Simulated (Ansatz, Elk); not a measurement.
# NaSc2Sb2: X-ray structure factors from the self-consistent density

The structure of NaSc2Sb2 used here is made up (a known structure type with other elements) and was relaxed beforehand with PBE. The aim is the Fourier transform of its all-electron density, F(hkl), set beside the sum over free spherical atoms that refinements use.

Program: Elk 11.2.3 (patched build). Level of theory: DFT, PBE, all-electron APW+lo, Dirac cores, scalar-relativistic bands, static density, no spin. Results are calculated unless marked as measured.

The structure was built from a prototype and need not be the compound's stable phase.

## (1) The structure

Symmetry: I4/mmm, No. 139, tetragonal system. Conventional cell: a = 4.816 Å, b = 4.816 Å, c = 13.251 Å, α = 90.00°, β = 90.00°, γ = 90.00°. Nearest to Sb lie 4 Sc at 2.88 Å and 1 Sb at 3.45 Å and 4 Na at 3.82 Å. Sc has 4 Sb at 2.88 Å and 4 Sc at 3.41 Å and 4 Na at 4.10 Å nearest. Nearest to Na lie 8 Sb at 3.82 Å and 8 Sc at 4.10 Å. Farther neighbours are not listed.

## (2) Ground state and structure factors

An all-electron density is needed, since X-rays see the cores too. Task 0 finds the density and task 195 Fourier-transforms it; tshift is off so that phases refer to the origin typed.

The input, elk.in:

```
tasks
  0
  195

xctype
  20

spinpol
  .false.

rgkmax
  7.0

gmaxvr
  14.0

lmaxo
  7

lmaxapw
  8

swidth
  0.002

tshift
  .false.

ramdisk
  .false.

hmaxvr
  5.5

maxscl
  120

epspot
  1e-06

sppath
  './'

avec
  -4.55080109181 4.55080109181 12.52065773002
  4.55080109181 -4.55080109181 12.52065773002
  4.55080109181 4.55080109181 -12.52065773002

atoms
  3
  'Sb.in'
  2
  0.6303620804 0.6303620804 -0.0000000000   0.000000 0.000000 0.000000
  0.3696379196 0.3696379196 -0.0000000000   0.000000 0.000000 0.000000
  'Sc.in'
  2
  0.2500000000 0.7500000000 0.5000000000   0.000000 0.000000 0.000000
  0.7500000000 0.2500000000 0.5000000000   0.000000 0.000000 0.000000
  'Na.in'
  1
  0.0000000000 0.0000000000 -0.0000000000   0.000000 0.000000 0.000000

ngridk
  7 7 7
```

Run with:

```
OMP_NUM_THREADS=4 elk
```

Numbers of over 12 decimals in the logs are rounded to 6 here.

Output:

```text
┌─────────────────────────┐
│ Elk code version 11.2.3 │
└─────────────────────────┘

All units are atomic (Hartree, Bohr, etc.)

┌─────────────────────────────────────────────────┐
│ Ground-state run starting from atomic densities │
└─────────────────────────────────────────────────┘

Lattice vectors :
  -4.550801092       4.550801092       12.52065773
   4.550801092      -4.550801092       12.52065773
   4.550801092       4.550801092      -12.52065773

Reciprocal lattice vectors :
  0.1081552318E-16  0.6903383800      0.2509127493
  0.6903383800      0.1081552318E-16  0.2509127493
  0.6903383800      0.6903383800     -0.3811793341E-17

Unit cell volume      :    1037.200798
Brillouin zone volume :   0.2391535120

Muffin-tin inner radius fraction :   0.1000000000E-01

Nuclei treated as point charges

Species : 1 (Sb)
 parameters loaded from : Sb.in
 name : antimony
 nuclear charge    :   -51.00000000
 electronic charge :    51.00000000
 atomic mass :    221954.9021
 muffin-tin radius :    2.600000000
 number of radial points in muffin-tin :   1193
 inner part over the whole radius :   0.9886087340E-02
 number on inner part of muffin-tin    :    850
 approximate nuclear radius :   0.8886795689E-04
 number of mesh points to nuclear radius :    429
 atomic positions (lattice), magnetic fields (Cartesian) :
  1 :  -0.36963792 -0.36963792  0.00000000    0.00000000  0.00000000  0.00000000
  2 :   0.36963792  0.36963792  0.00000000    0.00000000  0.00000000  0.00000000

Species : 2 (Sc)
 parameters loaded from : Sc.in
 name : scandium
 nuclear charge    :   -21.00000000
 electronic charge :    21.00000000
 atomic mass :    81949.61073
 muffin-tin radius :    2.400000000
 number of radial points in muffin-tin :    993
 inner part over the whole radius :   0.9898716403E-02
 number on inner part of muffin-tin    :    698
 approximate nuclear radius :   0.6711386133E-04
 number of mesh points to nuclear radius :    323
 atomic positions (lattice), magnetic fields (Cartesian) :
  1 :   0.25000000 -0.25000000  0.50000000    0.00000000  0.00000000  0.00000000
  2 :  -0.25000000  0.25000000  0.50000000    0.00000000  0.00000000  0.00000000

Species : 3 (Na)
 parameters loaded from : Na.in
 name : sodium
 nuclear charge    :   -11.00000000
 electronic charge :    11.00000000
 atomic mass :    41907.78703
 muffin-tin radius :    2.200000000
 number of radial points in muffin-tin :    793
 inner part over the whole radius :   0.9883648912E-02
 number on inner part of muffin-tin    :    551
 approximate nuclear radius :   0.5574345702E-04
 number of mesh points to nuclear radius :    238
 atomic positions (lattice), magnetic fields (Cartesian) :
  1 :   0.00000000  0.00000000  0.00000000    0.00000000  0.00000000  0.00000000

Total number of atoms per unit cell :    5
Total muffin-tin volume :    307.6582630
 ratio of muffin-tin to unit cell volume :   0.2966236273

Spin treatment :
 spin-unpolarised

Number of Bravais lattice symmetries :   16
Number of crystal symmetries         :   16
Crystal has inversion symmetry
Real symmetric eigensolver will be used

k-point grid :      7     7     7
k-point offset :    0.000000000       0.000000000       0.000000000
k-point set is reduced with full crystal symmetry group
Total number of k-points :       40

Muffin-tin radius times maximum |G+k| :    7.000000000
 using average radius
Maximum |G+k| for APW functions       :    2.868852459
Maximum (1/2)|G+k|²                   :    4.115157216
Maximum |G| for potential and density :    14.00000000
Constant for pseudocharge density :    9
 order of it for each species :   16  16  16
 order of it for pair densities of each species (exact exchange by exxq0 0: 17) :   11   9   7
Radial integration step length :    1

G-vector grid sizes :     63    63    63
Number of G-vectors :    48103

Maximum angular momentum used for
 APW functions            :    8
 outer part of muffin-tin :    7
 inner part of muffin-tin :    2

Total nuclear charge    :   -155.0000000
[...]
correlation                 :     -7.672529
 electron entropic           :    -0.14061633552930E-02
 total energy                :     -14660.572936652

Density of states at Fermi energy :    115.5911113
 (states/Hartree/unit cell)

Estimated indirect band gap :   0.4839054769E-03
 from k-point 20 to k-point 28
Estimated direct band gap   :   0.1339004009E-01
 at k-point 20

Charges :
 core                        :    94.00000000
 valence                     :    61.00000000
 interstitial                :    8.368315915
 muffin-tins (core leakage)
  species : 1 (Sb)
   atom 1                    :    49.21843337     (  0.8097829004E-03)
[...]
species : 2 (Sc)
[...]
species : 3 (Na)
[...]
total in muffin-tins        :    146.6316841
 total calculated charge     :    154.9982474
 total charge                :    155.0000000
 error                       :   0.1752600087E-02

RMS change in Kohn-Sham potential (target) :   0.4144685817     (  0.1000000000E-05)
Absolute change in total energy (target)   :    1.295007182     (  0.1000000000E-03)

[... loops 3 to 15 left out ...]

┌──────────────────┐
│ Loop number : 16 │
└──────────────────┘

Energies :
 Fermi                       :     0.151907
 sum of occupied eigenvalues :     -8839.5222747187
 electron kinetic            :      15387.320471148
 core electron kinetic       :      14931.168396919
 Coulomb                     :     -29611.504550500
 Coulomb potential           :     -23661.311621105
 nuclear-nuclear             :     -1273.8201216049
 electron-nuclear            :     -33036.905328261
 Hartree                     :      4699.2208993661
 Madelung                    :     -17780.848739948
 xc potential                :     -565.53112476133
 exchange                    :     -426.40622417089
 correlation                 :     -7.671019
 electron entropic           :    -0.14519082079856E-02
 total energy                :     -14658.262773974

Density of states at Fermi energy :    111.6902448
 (states/Hartree/unit cell)

Estimated indirect band gap :   0.1872047347E-02
 from k-point 11 to k-point 9
Estimated direct band gap   :   0.4085738660E-02
 at k-point 12

Charges :
 core                        :    94.00000000
 valence                     :    61.00000000
 interstitial                :    8.515461318
 muffin-tins (core leakage)
  species : 1 (Sb)
[...]
species : 2 (Sc)
[...]
species : 3 (Na)
[...]
total in muffin-tins        :    146.4845387
 total calculated charge     :    154.9983055
 total charge                :    155.0000000
 error                       :   0.1694483120E-02

RMS change in Kohn-Sham potential (target) :   0.5597335247E-07 (  0.1000000000E-05)
Absolute change in total energy (target)   :   0.3684282092E-04 (  0.1000000000E-03)

Convergence targets achieved

┌──────────────────┐
│ Loop number : 17 │
└──────────────────┘

Energies :
 Fermi                       :     0.151907
 sum of occupied eigenvalues :     -8839.5222698800
 electron kinetic            :      15387.320477187
 core electron kinetic       :      14931.168400628
 Coulomb                     :     -29611.504551538
 Coulomb potential           :     -23661.311621245
 nuclear-nuclear             :     -1273.8201216049
 electron-nuclear            :     -33036.905330076
 Hartree                     :      4699.2209001431
 Madelung                    :     -17780.848740915
 xc potential                :     -565.53112582193
 exchange                    :     -426.40622422131
 correlation                 :     -7.671019
 electron entropic           :    -0.14519081803052E-02
 total energy                :     -14658.262769020

Density of states at Fermi energy :    111.6902430
 (states/Hartree/unit cell)

Estimated indirect band gap :   0.1872047064E-02
 from k-point 11 to k-point 9
Estimated direct band gap   :   0.4085740160E-02
 at k-point 12

Charges :
 core                        :    94.00000000
 valence                     :    61.00000000
 interstitial                :    8.515461327
 muffin-tins (core leakage)
  species : 1 (Sb)
[...]
species : 2 (Sc)
   atom 1                    :    19.09419907     ( -0.2163298856E-06)
   atom 2                    :    19.09419907     ( -0.2163298856E-06)
  species : 3 (Na)
   atom 1                    :    9.988590328     ( -0.9715865401E-07)
 total in muffin-tins        :    146.4845387
 total calculated charge     :    154.9983055
 total charge                :    155.0000000
 error                       :   0.1694483071E-02

┌──────────────────────────────┐
│ Self-consistent loop stopped │
└──────────────────────────────┘

Warning : core states of species 1 leak from the muffin-tin :   0.7953033361E-03

Wrote STATE.OUT
```

The job ended after 46 s (4 threads of Intel Xeon Platinum 8488C (Sapphire Rapids), shared host; peak memory 0.29 GiB).

SFACRHO.OUT:

```text

h k l indices transformed by vhmat matrix:
   1.000000000       0.000000000       0.000000000    
   0.000000000       1.000000000       0.000000000    
   0.000000000       0.000000000       1.000000000    

      h      k      l  multipl.   |H|            Re(F)            Im(F)           |F|

      0      0      0      1   0.0000000       155.00000     -0.12821244E-15   155.00000    
      1      1     -1      2  0.50182550      -35.411659      0.19128920E-13   35.411659    
     -1      0      1      8  0.73452317      -54.327462     -0.14385030E-13   54.327462    
      0      0      1      4  0.97628590       64.338387      0.36139065E-14   64.338387    
     -2     -2      2      2   1.0036510      -45.133275     -0.55608663E-13   45.133275    
     -1     -2      2      8   1.0213628       77.106208      0.57587476E-13   77.106208    
      0      2     -1      8   1.0977081       35.124866     -0.58042914E-14   35.124866    
      1     -1     -1      4   1.3806768       118.51869      0.13755562E-13   118.51869    
      1      3     -2      8   1.4001605      -101.24877      0.11797046E-12   101.24877    
      3      2     -2      8   1.4319558       54.266982     -0.43155030E-13   54.266982    
      0      2      0      8   1.4690463      -26.211470      0.20331461E-13   26.211470    
     -3     -3      3      2   1.5054765      -5.0112836     -0.61855911E-13   5.0112836    
      2     -1     -1     16   1.5639030      -45.130938     -0.52268675E-17   45.130938    
     -3     -1      1      8   1.7069223      -39.999276     -0.30592212E-13   39.999276    
      0     -3      2     16   1.7173964       65.527521      0.50376260E-13   65.527521    
      3      3     -4      8   1.7943226       48.578467     -0.10951283E-12   48.578467    
     -3     -4      3      8   1.8871858      -54.714828     -0.10796274E-12   54.714828    
      2     -2      0      4   1.9525718       103.52934      0.18908074E-13   103.52934
```

Elk indexes on the primitive cell of elk.in and gives |H| = 4π sin θ/λ in inverse bohr. Below, one row stands for each form hkl of the conventional cell (m members, Friedel mates merged), F is for one primitive cell and the density is static (no thermal factor). Free-atom factors are Waasmaier and Kirfel's, and R is Σm||F|−|F'||/Σm|F|.

| hkl | m | sin θ/λ (Å⁻¹) | abs F, DFT | neutral atoms | diff. |
| --- | --- | --- | --- | --- | --- |
| 002 | 2 | 0.075 | 35.412 | 34.907 | +0.505 |
| 101 | 8 | 0.111 | 54.328 | 54.046 | +0.282 |
| 110 | 4 | 0.147 | 64.338 | 64.092 | +0.246 |
| 004 | 2 | 0.151 | 45.133 | 44.955 | +0.178 |
| 103 | 8 | 0.154 | 77.106 | 76.892 | +0.214 |
| 112 | 8 | 0.165 | 35.125 | 35.364 | -0.239 |
| 200 | 4 | 0.208 | 118.519 | 119.070 | -0.551 |
| 114 | 8 | 0.211 | 101.249 | 101.400 | -0.151 |
| 105 | 8 | 0.215 | 54.267 | 54.469 | -0.202 |
| 202 | 8 | 0.221 | 26.212 | 26.377 | -0.165 |
| 006 | 2 | 0.226 | 5.011 | 4.970 | +0.042 |
| 211 | 16 | 0.235 | 45.131 | 45.314 | -0.183 |
| 204 | 8 | 0.257 | 39.999 | 40.156 | -0.157 |
| 213 | 16 | 0.258 | 65.528 | 65.843 | -0.315 |
| 116 | 8 | 0.270 | 48.578 | 48.597 | -0.019 |
| 107 | 8 | 0.284 | 54.715 | 54.778 | -0.063 |
| 220 | 4 | 0.294 | 103.529 | 103.722 | -0.193 |
| 215 | 16 | 0.299 | 48.024 | 47.981 | +0.044 |
| 008 | 2 | 0.302 | 99.793 | 99.797 | -0.004 |
| 222 | 8 | 0.303 | 22.572 | 22.611 | -0.039 |
| 206 | 8 | 0.307 | 3.789 | 3.623 | +0.166 |
| 301 | 8 | 0.314 | 40.815 | 40.817 | -0.002 |

## (3) The highest occupied states alone

An energy window below the Fermi level keeps the highest occupied states, to see at which angles they scatter; shallow core shells can lie inside it and anion s states outside. No new self-consistency is needed.

elk.in: that of step 2 with these lines changed.

```diff
@@ -1,3 +1,2 @@
 tasks
-  0
   195
@@ -40,2 +39,5 @@
 
+wsfac
+  -0.215590 0.451910
+
 sppath
```

Run with:

```
OMP_NUM_THREADS=4 elk
```

Output:

```text
┌─────────────────────────────────┐
│ Elk code version 11.2.3 started │
└─────────────────────────────────┘

Info(readinput): the functional depends on the density's gradient
 muffin-tin radial points multiplied by    2.00000
 (not where nrmtscf is given)

┌────────────────────┐
│ Current task : 195 │
└────────────────────┘

Info(sfacrho): density structure factors written to SFACRHO.OUT

 Energy window :  -0.2155900000      0.4519100000

┌──────────────────┐
│ Elk code stopped │
└──────────────────┘
```

Wall time 12 s (4 threads); peak memory 0.2 GiB.

States within 10 eV below the Fermi level hold 17.00 electrons; any levels below the window count with the cores. Their amplitudes can exceed the total, where window and core parts have opposite phase:

| hkl | sin θ/λ (Å⁻¹) | abs F, window | abs F, all |
| --- | --- | --- | --- |
| 002 | 0.075 | 4.148 | 35.412 |
| 101 | 0.111 | 3.430 | 54.328 |
| 110 | 0.147 | 1.724 | 64.338 |
| 004 | 0.151 | 1.452 | 45.133 |
| 103 | 0.154 | 2.100 | 77.106 |
| 112 | 0.165 | 0.674 | 35.125 |
| 200 | 0.208 | 0.675 | 118.519 |
| 114 | 0.211 | 0.977 | 101.249 |
| 105 | 0.215 | 0.057 | 54.267 |
| 202 | 0.221 | 0.430 | 26.212 |

## (4) Another functional

The difference from free atoms is small, so it is set against the change that LDA (Perdew-Wang) makes.

elk.in: that of step 3 with these lines changed.

```diff
@@ -1,2 +1,3 @@
 tasks
+  0
   195
@@ -4,3 +5,3 @@
 xctype
-  20
+  3
 
@@ -39,5 +40,2 @@
 
-wsfac
-  -0.215590 0.451910
-
 sppath
```

Run with:

```
OMP_NUM_THREADS=4 elk
```

Output:

```text
┌─────────────────────────┐
│ Elk code version 11.2.3 │
└─────────────────────────┘

All units are atomic (Hartree, Bohr, etc.)

┌─────────────────────────────────────────────────┐
│ Ground-state run starting from atomic densities │
└─────────────────────────────────────────────────┘

Lattice vectors :
  -4.550801092       4.550801092       12.52065773
   4.550801092      -4.550801092       12.52065773
   4.550801092       4.550801092      -12.52065773

Reciprocal lattice vectors :
  0.1081552318E-16  0.6903383800      0.2509127493
[...]
species : 1 (Sb)
[...]
species : 2 (Sc)
[...]
atom 2                    :    19.11038459     ( -0.3512603463E-05)
  species : 3 (Na)
   atom 1                    :    9.988846820     ( -0.1555072449E-05)
 total in muffin-tins        :    146.5563850
 total calculated charge     :    154.9982873
 total charge                :    155.0000000
 error                       :   0.1712716869E-02

┌──────────────────────────────┐
│ Self-consistent loop stopped │
└──────────────────────────────┘

Warning : core states of species 1 leak from the muffin-tin :   0.8074965423E-03

Wrote STATE.OUT
[key lines of the parts left out:]
total energy                :     -14643.176739102
```

The job ended after 31 s (4 threads; peak memory 0.25 GiB; 88 s of CPU time).

Against the first run R = 0.03 %; the largest change is -0.065 at 008.

## (5) Basis size

A smaller basis shows how fast F responds to it; the change is likely larger than the basis error of the first run, but doesn't show convergence.

elk.in: that of step 4 with these lines changed.

```diff
@@ -5,3 +5,3 @@
 xctype
-  3
+  20
 
@@ -11,3 +11,3 @@
 rgkmax
-  7.0
+  5.5
```

Run with:

```
OMP_NUM_THREADS=4 elk
```

Output:

```text
┌─────────────────────────┐
│ Elk code version 11.2.3 │
└─────────────────────────┘

All units are atomic (Hartree, Bohr, etc.)

┌─────────────────────────────────────────────────┐
│ Ground-state run starting from atomic densities │
└─────────────────────────────────────────────────┘

Lattice vectors :
  -4.550801092       4.550801092       12.52065773
   4.550801092      -4.550801092       12.52065773
   4.550801092       4.550801092      -12.52065773

Reciprocal lattice vectors :
  0.1081552318E-16  0.6903383800      0.2509127493
[...]
species : 1 (Sb)
[...]
species : 2 (Sc)
[...]
atom 2                    :    19.04418763     ( -0.2163345041E-06)
  species : 3 (Na)
   atom 1                    :    9.979656046     ( -0.9715865579E-07)
 total in muffin-tins        :    146.3385253
 total calculated charge     :    154.9983061
 total charge                :    155.0000000
 error                       :   0.1693918738E-02

┌──────────────────────────────┐
│ Self-consistent loop stopped │
└──────────────────────────────┘

Warning : core states of species 1 leak from the muffin-tin :   0.7995486483E-03

Wrote STATE.OUT
[key lines of the parts left out:]
total energy                :     -14658.140436366
```

Wall time 37 s (4 threads); peak memory 0.27 GiB.

Against the first run R = 0.02 %; the largest change is +0.067 at 208.

## (6) Settings against the effect

| run | R against the first run (%) | R against neutral atoms, low angle (%) | wall time |
| --- | --- | --- | --- |
| PBE, rgkmax 7 | 0.00 | 0.33 | 46 s |
| LDA (Perdew-Wang) | 0.03 | 0.33 | 31 s |
| rgkmax 5.5 | 0.02 | 0.34 | 37 s |

## (7) Results

```json
{
  "R against neutral atoms, sin θ/λ < 0.3 Å⁻¹": "0.33 %",
  "R against neutral atoms, 0.3 to 0.68 Å⁻¹": "0.13 %"
}
```

What this shows: Independent neutral atoms miss the calculated amplitudes by R = 0.33 % below 0.3 Å⁻¹ and 0.13 % from there to 0.68 Å⁻¹; by shells, 0.56 % below 0.15 Å⁻¹ (3 forms), 0.31 % 0.15 to 0.3 (15 forms), 0.10 % 0.3 to 0.45 (34 forms), 0.15 % above 0.45 (97 forms). Bonding, aspherical density and the tables' own atoms all enter these figures, and the runs don't part them. The largest change of an amplitude is -0.55 electrons, at 200. The window's part falls from 17.0 electrons at the origin to at most 0.27 between 0.45 and 0.68 Å⁻¹. Below 0.3 Å⁻¹ the changes that finished (LDA (Perdew-Wang) and rgkmax 5.5) move F by R = 0.04 % at most, against the 0.33 % that separates it from free atoms. The k-mesh has no finished test. Part of the difference isn't bonding: the tables are fits to free atoms and ions calculated by other methods than this functional. Thermal motion, anomalous dispersion and extinction are left out.

[Logs are printed without paths, hosts, clocks, repeated set-up lines and the standing remarks that a program may print on its own settings, such as how far it seeks lower states.]

[Hosts, paths, dates, database ids (printed as entryN), source tags and the programs' standing remarks are cut or masked in the printed files.]
